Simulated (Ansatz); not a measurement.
**W2COS MXene bilayer (AB) in a perpendicular field**

Aim: how the W2COS MXene bilayer (AB) screens a field along its normal, and what the field does to its bands. A positive field points along +c.

Method: plane-wave DFT, r2SCAN-D4, Ansatz PAW, in Ansatz 0.2.0.

Most raw output is cut from this account.

### 1. Starting point

The cell holds 10 atoms: 2 S, 4 W, 2 C and 2 O. Cell: a = 3.125 Å, b = 3.125 Å, c = 58.184 Å, α = 90.0°, β = 90.0°, γ = 120.0°. Regions: layer 1: W2COS MXene, 5 atoms (1 S, 2 W, 1 C and 1 O); layer 2: W2COS MXene, 5 atoms (1 S, 2 W, 1 C and 1 O). Vacuum lies along c.

As a file:

```cif
data_structure
_symmetry_space_group_name_H-M 'P 1'
_symmetry_Int_Tables_number 1
_cell_length_a 3.1254
_cell_length_b 3.1254
_cell_length_c 58.1845
_cell_angle_alpha 90.000
_cell_angle_beta 90.000
_cell_angle_gamma 120.000
_cell_volume 492.21
loop_
_atom_site_label
_atom_site_type_symbol
_atom_site_fract_x
_atom_site_fract_y
_atom_site_fract_z
_atom_site_occupancy
S1 S 0.33333 0.66667 0.38326 1
W2 W 0.66667 0.33333 0.41320 1
C3 C 0.00000 0.00000 0.43439 1
W4 W 0.33333 0.66667 0.45559 1
O5 O 0.66667 0.33333 0.47465 1
S6 S 0.66667 0.33333 0.52535 1
W7 W 0.00000 0.00000 0.55529 1
C8 C 0.33333 0.66667 0.57648 1
W9 W 0.66667 0.33333 0.59768 1
O10 O 0.00000 0.00000 0.61674 1
```

### 2. Relaxation

The starting cell is a guess, so the in-plane lattice and the atoms are relaxed first, with the slab cut off from its images along the normal.

input.yaml reads:

```yaml
crystal:
  lattice:
    - [3.125408, 0.0, 0.0]
    - [-1.562704, 2.7066827252, 0.0]
    - [0.0, 0.0, 58.1844764806]
  atoms:
    - { symbol: S, position: [0.3333333333, 0.6666666667, 0.3832637389] }
    - { symbol: W, position: [0.6666666667, 0.3333333333, 0.4132002413] }
    - { symbol: C, position: [0.0, 0.0, 0.4343949448] }
    - { symbol: W, position: [0.3333333333, 0.6666666667, 0.4555896483] }
    - { symbol: O, position: [0.6666666667, 0.3333333333, 0.4746495957] }
    - { symbol: S, position: [0.6666666667, 0.3333333333, 0.5253504043] }
    - { symbol: W, position: [0.0, 0.0, 0.5552869067] }
    - { symbol: C, position: [0.3333333333, 0.6666666667, 0.5764816102] }
    - { symbol: W, position: [0.6666666667, 0.3333333333, 0.5976763137] }
    - { symbol: O, position: [0.0, 0.0, 0.6167362611] }
  periodic: [true, true, false]
kpoints:
  mp_grid: { grid: [12, 12, 1] }
hamiltonian:
  xc: r2scan
  dispersion: d4
scf:
  occupations: { method: fermi_dirac, width: 0.05 }
  convergence: { dr2_threshold: 1.0e-09 }
relax:
  f_tol: 0.004
  max_steps: 90
  cell: {}
output:
  write_potential: true
  write_density: true
  volumetric_format: npy
```

On the command line:

```console
$ ansatz run input.yaml --threads 4 --pin off --max-ram 6144MiB --backend cpu --events-out ev --progress --plain --runs-dir out
```

Elapsed: 4.5 min, on 4 threads of Intel Xeon Platinum 8488C (Sapphire Rapids), shared host; peak memory 2.1 GiB.

Step by step:

```tsv
step	energy less that of the first step (eV)	largest force component (eV/Å)	volume (Å³)
1	0.0000	2.0916	492.21
2	-0.9708	0.7424	488.75
3	-0.8486	1.4278	516.67
4	-1.0846	0.2335	506.85
5	-1.0845	0.3547	504.31
6	-1.0888	0.0315	505.06
7	-1.0895	0.0091	504.99
8	-1.0899	0.0073	504.96
9	-1.0900	0.0030	505.00
10*	-1.0916	0.0030	505.00
```

Relaxation steps marked * repeat the geometry before them on a plane-wave basis chosen anew for their cell, so energy and pressure can jump there. Relaxation steps 3, 5 were tried and not accepted.

Forces are held to the 6 operations that the run works with; a distortion that breaks them can't arise in this run.

```tsv
cell as run	before	after	change
a (Å)	3.125	3.166	+1.3 %
b (Å)	3.125	3.166	+1.3 %
```

The atoms that moved most (Å, along periodic axes as changes of fractional coordinates times the final cell, across vacuum about the mean position):

```tsv
atom	dx	dy	dz	length
S1	0.000	0.000	0.286	0.286
O10	0.000	0.000	-0.242	0.242
W9	0.000	0.000	-0.225	0.225
W2	0.000	0.000	0.181	0.181
S6	0.000	0.000	0.176	0.176
O5	0.000	0.000	-0.132	0.132
W4	0.000	0.000	-0.121	0.121
W7	0.000	0.000	0.069	0.069
```

Final coordinates:

```cif
data_structure
_symmetry_space_group_name_H-M 'P 1'
_symmetry_Int_Tables_number 1
_cell_length_a 3.1658
_cell_length_b 3.1658
_cell_length_c 58.1845
_cell_angle_alpha 90.000
_cell_angle_beta 90.000
_cell_angle_gamma 120.000
_cell_volume 505.00
loop_
_atom_site_label
_atom_site_type_symbol
_atom_site_fract_x
_atom_site_fract_y
_atom_site_fract_z
_atom_site_occupancy
S1 S 0.33333 0.66667 0.38819 1
W2 W 0.66667 0.33333 0.41631 1
C3 C 0.00000 0.00000 0.43539 1
W4 W 0.33333 0.66667 0.45350 1
O5 O 0.66667 0.33333 0.47238 1
S6 S 0.66667 0.33333 0.52838 1
W7 W 0.00000 0.00000 0.55648 1
C8 C 0.33333 0.66667 0.57561 1
W9 W 0.66667 0.33333 0.59380 1
O10 O 0.00000 0.00000 0.61258 1
```

Numbers from this step:

```yaml
energy_at_zero_smearing: -45043.2185 eV
```

The lattice constant a goes from 3.125 to 3.166 Å.

### 3. Single point, field 0

A sawtooth potential applies the field, turning back in the middle of the vacuum. With the dipole correction the typed value is the field outside the slab. The induced dipole is small, so the SCF threshold is tight.

The cell differs from the one that the last finished run ended in (c 58.184 → 31.056 Å).

input.yaml reads:

```yaml
crystal:
  lattice:
    - [3.1657545209, 0.0, 0.0]
    - [-1.5828772605, 2.7416238373, 0.0]
    - [0.0, 0.0, 31.056012677]
  atoms:
    - { symbol: S, position: [0.3333333333, 0.6666666667, 0.2897989543] }
    - { symbol: W, position: [0.6666666667, 0.3333333333, 0.3424869222] }
    - { symbol: C, position: [0.0, 0.0, 0.378236787] }
    - { symbol: W, position: [0.3333333333, 0.6666666667, 0.4121701716] }
    - { symbol: O, position: [0.6666666667, 0.3333333333, 0.4475363254] }
    - { symbol: S, position: [0.6666666667, 0.3333333333, 0.5524615986] }
    - { symbol: W, position: [0.0, 0.0, 0.6051018536] }
    - { symbol: C, position: [0.3333333333, 0.6666666667, 0.6409457801] }
    - { symbol: W, position: [0.6666666667, 0.3333333333, 0.6750297488] }
    - { symbol: O, position: [0.0, 0.0, 0.7102010457] }
kpoints:
  mp_grid: { grid: [18, 18, 1] }
  band_path:
    path: [[0, 0, 0], [0.5, 0, 0], [0.33333333, 0.33333333, 0], [0, 0, 0]]
    npoints: 16
hamiltonian:
  xc: r2scan
  dispersion: d4
scf:
  occupations: { method: fermi_dirac, width: 0.02585 }
  convergence: { dr2_threshold: 1.0e-10 }
efield:
  axis: 3
  dipole_correction: true
  ramp_position: 0.97
  ramp_width: 0.06
  amplitude: 0
output:
  dos: { projected: true, e_range: [-6, 5] }
  bader: true
  write_potential: true
  write_density: true
  volumetric_format: npy
  elf: true
```

The job ended after 73 s (4 threads; peak memory 1.6 GiB).

This step gave:

* energy at zero smearing: -45043.2056 eV
* work function, upper face: 5.876 eV
* work function, lower face: 5.081 eV
* dipole along the normal: -0.03817 e·Å
* step between the vacuum levels: 0.7958 eV

Running mean over a fixed 2.7 Å (it still follows the layers) of the planar mean; the ramp of the sawtooth is left out. Electron's electrostatic potential energy less the Fermi level against z:

```tsv
z (Å)	electron's electrostatic potential energy less the Fermi level (eV)
4	5.08
5	5.08
6	5.05
7	4.30
8	-0.154
9	-5.57
10	-12.0
11	-14.0
12	-15.7
13	-12.8
14	-5.77
15	1.57
16	0.705
17	-4.33
18	-11.5
19	-13.5
20	-15.9
21	-13.5
22	-7.08
23	1.35
24	5.57
25	5.87
26	5.88
27	5.88
```

The density of states has structure finer than the step of the table below, so its rows give means over 0.2 eV, whole bins alone (the curve runs from -6 to 1.88 eV). Peaks (eV: height): -5.81: 16.3, -5.17: 14.4, -4.98: 16.0, -3.52: 13.9, -2.25: 5.65, 0.67: 13.5, 1.58: 29.2.

Table of density of states by energy, zero at the Fermi level; means over each step:

energy (eV), density of states (states/eV a cell) and a bar from the least value:
```
     -5.8        9.3 ####################
     -5.6        3.5 #####
     -5.4        6.4 ############
     -5.2       11.7 ##########################
     -5.0       12.3 ############################
     -4.8        6.4 ############
     -4.6        4.9 ########
     -4.4        5.0 #########
     -4.2        3.8 ######
     -4.0        3.2 ####
     -3.8        4.3 #######
     -3.6        7.5 ###############
     -3.4        6.9 ##############
     -3.2        6.5 #############
     -3.0        4.6 ########
     -2.8        3.3 ####
     -2.6        4.1 ######
     -2.4        3.4 ####
     -2.2        3.8 ######
     -2.0        2.7 ###
     -1.8        2.1 #
     -1.6        1.7 
     -1.4        2.2 #
     -1.2        4.3 #######
     -1.0        3.2 ####
     -0.8        2.8 ###
     -0.6        3.2 ####
     -0.4        2.6 ##
     -0.2        2.7 ###
      0.0        3.1 ####
      0.2        3.4 ####
      0.4        3.6 #####
      0.6        6.4 ############
      0.8        6.7 #############
      1.0        3.3 ####
      1.2        3.0 ####
      1.4        4.4 #######
      1.6       13.2 ##############################
```

Projected DOS per atom over height of the atomic layer and energy from the Fermi level. Layers: S W C W O S W C W O from below.

Ten even steps from '0' (0.06 states/eV) to '9' (3.29 states/eV), each cell a mean:
```
1807118071
0203001020
0102001020
0205002050
0102001020
0101001010
0101001010
0101001010
1101011010
0000000000
0000000000
1101011000
1100021000
2100021000
3100142001
4100131001
1000110001
1100111001
2100221002
2212822129
1101410002
3211132111
```
Columns: height of the atomic layer (Å) from 9 to 22.1 (not evenly spaced); rows upwards: energy from the Fermi level (eV) from -5.96 to 1.87.

Electronic bands along the path, in eV, zero at the Fermi level:

```tsv
point	band 41	band 42	band 43	band 44	band 45	band 46	band 47	band 48
Γ	-1.43	-1.43	-1.39	-1.39	-1.11	-1.01	0.75	0.75
halfway	-2.88	-2.73	-0.71	-0.67	0.14	0.25	1.02	1.07
M	-2.69	-2.66	0.40	0.42	0.66	0.68	1.58	1.59
halfway	-1.93	-1.83	-0.01	0.03	0.31	0.34	1.59	1.61
K	-0.94	-0.89	-0.70	-0.66	-0.32	-0.29	1.55	1.57
halfway	-1.98	-1.92	-1.45	-1.36	0.75	0.79	1.43	1.46
Γ	-1.43	-1.43	-1.39	-1.39	-1.11	-1.01	0.75	0.75
```

Valence density in the ca plane at fractional y = 0.333, with atoms of W and O and S within 0.2 Å of it. It is the smooth field of the valence electrons, not physical close to the nuclei.

Ten steps, logarithmic in the rise over the least value, from '0' (0.0 e/Å³) to '9' (6.8 e/Å³), each cell a mean:
```
00000000000000000123334677544334555310123555
00000000000000000012236899743335798631135655
00000000000000000011237999853235899731135634
00000000000000000012336898743335788521135656
00000000000000000123344566544444454310023455
00000000000000001234444334444554332100011233
00000000000000001234443333455555321000001122
00000000000000001234444344444454332100012334
```
Columns run along c (16.0 Å, from fractional 0.06 to 0.57 of the cell), rows up along a (3.2 Å). Atoms in or near the plane, at fractional coordinates: W at (0.34, 0.67), O at (0.45, 0.67), S at (0.55, 0.67).

ELF in the ca plane at fractional y = 0.333, with atoms of W and O and S within 0.2 Å of it. It is the smooth field of the valence electrons, not physical close to the nuclei.

Values, 5 rows by 16 columns, each cell a mean:
```
0.00 0.00 0.08 0.33 0.36 0.55 0.33 0.21 0.66 0.55 0.32 0.82 0.72 0.25 0.31 0.50
0.00 0.00 0.01 0.08 0.33 0.43 0.37 0.25 0.62 0.69 0.40 0.64 0.46 0.32 0.25 0.44
0.00 0.00 0.09 0.34 0.36 0.54 0.33 0.22 0.66 0.56 0.32 0.81 0.71 0.25 0.31 0.50
0.00 0.03 0.38 0.73 0.59 0.26 0.49 0.27 0.21 0.13 0.07 0.38 0.38 0.24 0.44 0.31
0.00 0.03 0.39 0.75 0.60 0.26 0.51 0.26 0.18 0.11 0.07 0.36 0.36 0.25 0.44 0.31
```
Columns run along c (16.0 Å, from fractional 0.17 to 0.69 of the cell), rows up along a (3.2 Å). Atoms in or near the plane, at fractional coordinates: W at (0.34, 0.67), O at (0.45, 0.67), S at (0.55, 0.67), W at (0.68, 0.67).

Electrostatic potential energy in the ca plane at fractional y = 0.333, with atoms of W and O and S within 0.2 Å of it. With pseudopotentials it is smooth inside the atoms' cores, unlike the true potential.

Values in eV, 5 rows by 16 columns, each cell a mean:
```
 10  10   9   7  -5 -37  -7   1  -9   5   9 -12 -13   0  -1 -34
 10  10  10   8 -15 -54 -17   4 -34  -6   8 -23 -24   3  -4 -51
 10  10   9   7  -6 -37  -8   1 -10   5   9 -12 -13   1  -1 -35
 10  10   9   2   1  -2  -1 -11   0   9   9   6   2 -11  -2  -2
 10  10   9   2   1  -1   0 -11   0   9   9   7   2 -11  -2  -1
```
Columns run along c (16.0 Å, from fractional 0.17 to 0.69 of the cell; values clipped at the 3rd and 97th percentile), rows up along a (3.2 Å). Atoms in or near the plane, at fractional coordinates: W at (0.34, 0.67), O at (0.45, 0.67), S at (0.55, 0.67), W at (0.68, 0.67).

The work function of the upper face is 5.88 eV.

### 4. Single point, field 0.1 V/Å

Changes to input.yaml since step 3:

```diff
@@ -30,8 +30,6 @@
   dipole_correction: true
-  ramp_position: 0.97
-  ramp_width: 0.06
-  amplitude: 0
+  ramp_position: 0.9472
+  ramp_width: 0.0931
+  amplitude: 0.1
 output:
-  dos: { projected: true, e_range: [-6, 5] }
-  bader: true
   write_potential: true
@@ -39,2 +37 @@
   volumetric_format: npy
-  elf: true
```

Run time: 51 s. Hardware: 4 threads; peak memory 1.6 GiB.

The dipole is 0.0312 e·Å, 0.0693 e·Å from its value without field.

### 5. Atoms held, field -0.1 V/Å

Changes to input.yaml since step 4:

```diff
@@ -32,3 +32,3 @@
   ramp_width: 0.0931
-  amplitude: 0.1
+  amplitude: -0.1
 output:
```

Elapsed: 53 s, on 4 threads; peak memory 1.6 GiB.

The dipole is -0.107 e·Å, -0.0693 e·Å from its value without field.

### 6. Single point, field 0.5 V/Å

Changes to input.yaml since step 5:

```diff
@@ -30,5 +30,5 @@
   dipole_correction: true
-  ramp_position: 0.9472
-  ramp_width: 0.0931
-  amplitude: -0.1
+  ramp_position: 0.8946
+  ramp_width: 0.1983
+  amplitude: 0.5
 output:
```

Elapsed: 52 s, on 4 threads; peak memory 1.6 GiB.

The dipole is 0.309 e·Å, 0.347 e·Å from its value without field.

### 7. Single point, field -0.3 V/Å

Changes to input.yaml since step 6:

```diff
@@ -30,6 +30,8 @@
   dipole_correction: true
-  ramp_position: 0.8946
-  ramp_width: 0.1983
-  amplitude: 0.5
+  ramp_position: 0.9449
+  ramp_width: 0.0977
+  amplitude: -0.3
 output:
+  dos: { projected: true, e_range: [-6, 5] }
+  bader: true
   write_potential: true
@@ -37 +39,2 @@
   volumetric_format: npy
+  elf: true
```

It took 77 s on 4 threads; peak memory 1.6 GiB; 5 min of CPU time.

The dipole is -0.246 e·Å, -0.208 e·Å from its value without field.

### 8. Response, atoms held

This step: plane-wave DFT, r2SCAN-D4, Ansatz PAW; response to a field along the normal, atoms held (Ansatz 0.2.0).

The dipoles give the slope, and the difference of two potentials shows where the field is screened.

Numbers from this step:

```yaml
equivalent_conductor_thickness_p_eps_0ae: 14.45 Å
distance_between_the_outer_atoms: 13.06 Å
```

Table of dipole of the cell by applied field:

```tsv
applied field (V/Å)	dipole of the cell (e·Å)
-0.300	-0.246
-0.100	-0.107
0.000	-0.0382
0.100	0.0312
0.500	0.309
```

Local field over the applied field, running mean. From the potentials at -0.1 and 0.1 V/Å; running mean over 2.5 Å. Table of local field over applied field by z:

z (Å), local field over applied field and a bar from the least value:
```
        5      0.998 ##############################
        6      0.976 #############################
        7      0.831 #########################
        8      0.499 ###############
        9      0.171 #####
       10      0.042 #
       11      0.024 #
       12      0.001 
       13     -0.002 
       14      0.004 
       15      0.012 #
       16      0.011 #
       17      0.002 
       18     -0.004 
       19     -0.007 
       20      0.015 #
       21      0.088 ###
       22      0.319 ##########
       23      0.660 ####################
       24      0.921 ############################
       25      0.993 ##############################
       26      0.999 ##############################
```

Electrons, planar mean, per unit field. The induced electron density by z:

```tsv
z (Å)	induced electron density (e/Å³ per V/Å)
4.5	2.4e-6
5.0	8.5e-6
5.5	3.0e-5
6.0	1.0e-4
6.5	3.2e-4
7.0	9.5e-4
7.5	0.00231
8.0	0.00366
8.5	0.00222
9.0	0.00113
9.5	3.4e-4
10.0	-0.00104
10.5	8.6e-4
11.0	1.9e-5
11.5	1.9e-4
12.0	-6.8e-5
12.5	-5.6e-5
13.0	1.1e-4
13.5	-4.8e-6
14.0	-1.9e-4
14.5	-6.3e-5
15.0	-2.6e-5
15.5	2.0e-5
16.0	6.0e-5
16.5	5.6e-5
17.0	6.3e-5
17.5	7.1e-5
18.0	1.9e-5
18.5	2.4e-6
19.0	-7.9e-5
19.5	2.0e-4
20.0	-3.1e-4
20.5	-1.8e-4
21.0	-9.4e-4
21.5	-3.5e-4
22.0	-0.00187
22.5	-0.00321
23.0	-0.00284
23.5	-0.00114
24.0	-3.5e-4
24.5	-9.6e-5
25.0	-2.5e-5
25.5	-6.5e-6
26.0	-1.7e-6
26.5	-4.6e-7
```

By hand: between -0.1 and 0.1 V/Å the dipole changes by 0.1386 e·Å, a slope of 0.6932 e·Å²/V. A perfect conductor of thickness t has p = ε₀AEt, so t = 180.95 × 0.6932 / 8.679 = 14.45 Å (e/ε₀ = 180.95 V·Å, A in Å²).

The induced dipole is that of a conductor 14.45 Å thick.

### 9. A changed input: scf.n_extra_bands = 8

This step: plane-wave DFT, r2SCAN-D4, Ansatz PAW (Ansatz 0.2.0).

A run with a changed input: it repeats the earlier run at 0.1 V/Å with scf.n_extra_bands to 8.

Changes to input.yaml since step 7:

```diff
@@ -27,2 +27,3 @@
   convergence: { dr2_threshold: 1.0e-10 }
+  n_extra_bands: 8
 efield:
@@ -30,8 +31,6 @@
   dipole_correction: true
-  ramp_position: 0.9449
-  ramp_width: 0.0977
-  amplitude: -0.3
+  ramp_position: 0.9472
+  ramp_width: 0.0931
+  amplitude: 0.1
 output:
-  dos: { projected: true, e_range: [-6, 5] }
-  bader: true
   write_potential: true
@@ -39,2 +38 @@
   volumetric_format: npy
-  elf: true
```

Wall time 47 s (4 threads); peak memory 1.5 GiB; 3 min of CPU time.

Numbers from this step:

```yaml
energy_at_zero_smearing: -45043.2052 eV
dipole_along_the_normal: 0.03116 e·Å
```

The electronic bands at the labelled points (eV, zero at the Fermi level):

```tsv
point	band 41	band 42	band 43	band 44	band 45	band 46	band 47	band 48
Γ	-1.44	-1.44	-1.38	-1.38	-1.11	-1.01	0.75	0.75
halfway	-2.88	-2.72	-0.71	-0.67	0.14	0.25	1.02	1.07
M	-2.70	-2.65	0.40	0.42	0.66	0.68	1.59	1.59
halfway	-1.94	-1.82	-0.01	0.03	0.31	0.34	1.58	1.62
K	-0.94	-0.88	-0.70	-0.66	-0.33	-0.29	1.55	1.58
halfway	-1.98	-1.92	-1.45	-1.35	0.75	0.80	1.43	1.46
Γ	-1.44	-1.44	-1.38	-1.38	-1.11	-1.01	0.75	0.75
```

```tsv
quantity	this run	earlier run	difference
dipole along the normal (e·Å)	0.03116	0.03117	-1.1e-6
```

The dipole moves by under 0.5 % or 5e-5 e·Å.

Of the bands kept, 4 cross the Fermi level on this path.

### 10. The same run with other settings

Another changed input: it repeats the earlier run at 0.1 V/Å with kpoints.mp_grid.grid from [18, 18, 1] to [14, 14, 1], scf.lower_state_search to off and kpoints.mp_grid.shift to [0.5, 0.5, 0.0].

Changes to input.yaml since step 9:

```diff
@@ -17,3 +17,3 @@
 kpoints:
-  mp_grid: { grid: [18, 18, 1] }
+  mp_grid: { grid: [14, 14, 1], shift: [0.5, 0.5, 0.0] }
   band_path:
@@ -27,3 +27,3 @@
   convergence: { dr2_threshold: 1.0e-10 }
-  n_extra_bands: 8
+  lower_state_search: "off"
 efield:
```

Run time: 85 s. Hardware: 4 threads; peak memory 1.8 GiB; 5.4 min of CPU time.

```tsv
quantity	this run	earlier run	difference
dipole along the normal (e·Å)	0.03158	0.03117	4.1e-4
```

It moves by +0.000415 e·Å.

The change shows in the results, which are not taken further.

### 11. Outcome

- gap without field: none
- work function, upper face: 5.88 eV
- step between the vacuum levels: 0.796 eV
- equivalent conductor thickness, atoms held: 14.5 Å

What this shows: The induced dipole equals that of a perfect conductor 14.45 Å thick, while the outer atoms lie 13.06 Å apart. The two faces differ: the vacuum level above lies 0.80 eV higher than the one below. There is no gap over 0.03 eV, with or without the field. The main runs have no spin polarisation; a magnetic state could lie lower and would change these results. Spin-orbit coupling is left out, which matters for the bands of elements this heavy. The MXene's terminations sit over the metal atoms of its far layer; the site over carbon or nitrogen, which some compounds prefer, was not run.

[Logs are printed without paths, hosts, clocks, repeated set-up lines and the standing remarks that a program may print on its own settings, such as how far it seeks lower states.]

[Hosts, paths, dates, database ids (printed as entryN), source tags and the programs' standing remarks are cut or masked in the printed files.]

[Maps of the electrostatic potential energy from Ansatz leave out the sawtooth potential of an applied field or a dipole correction, so their vacuum need not be flat; planar profiles and work functions include it.]

[The density of states shown here was stored with 400 of the rows of the run's finer table, so its peaks can read low, often by over a quarter, or be missed, and its means over a window can be off by a tenth or more.]
